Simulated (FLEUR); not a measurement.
```
! title: MnPt3: which magnetic order is lowest
! method: PBEsol; all-electron FLAPW, Dirac cores, scalar-relativistic bands
! program: FLEUR MaX-R8.1
! settings of one run: kmax 3.6 1/bohr, gmax 10.8 1/bohr, muffin tin radii Mn: 2.54, Pt: 2.54 bohr, lmax Mn: [10, 8], Pt: [10, 8], hist occupations, smearing width 0.05 eV, mixer Anderson, mixing 0.05, max iterations 90, stop 2.00e-5 me/bohr³, collinear spin, 8×8×8 k-mesh, mesh matched on, starting moments 3.5 0 0 0 μB
! cost: 4 runs, 12 min in all on 4 MPI ranks of Arm Neoverse V1, shared host (the runs of this entry)
! notes: The run is spin-polarised, with a total moment of 4.19 μB a cell. This is the lowest of 4 finished starts, no proof of the ground state.
! lowest state found: ferromagnetic (initial ferro +)
! largest site spin moment: 3.80 μB
! next finished state: antiferromagnetic, 25.7 meV a seeded atom higher
! energy gained by spin polarisation: 1415 meV a seeded atom
CELL_PARAMETERS angstrom
3.90000 0.00000 0.00000
0.00000 3.90000 0.00000
0.00000 0.00000 3.90000
ATOMIC_POSITIONS crystal
Mn 0.00000 0.00000 0.00000
Pt 0.00000 0.50000 0.50000
Pt 0.50000 0.00000 0.50000
Pt 0.50000 0.50000 0.00000
```

[Logs and program files are shortened in this print: banners, set-up blocks, solver, clock and traceback lines can be left out without a mark of their own.]

[Logs are printed without paths, hosts, clocks, repeated set-up lines and the standing remarks that a program may print on its own settings, such as how far it seeks lower states.]

[Hosts, paths, dates, database ids (printed as entryN), source tags and the programs' standing remarks are cut or masked in the printed files.]

[Where a cell is said to come from a database of computed structures, the database is the Materials Project.]
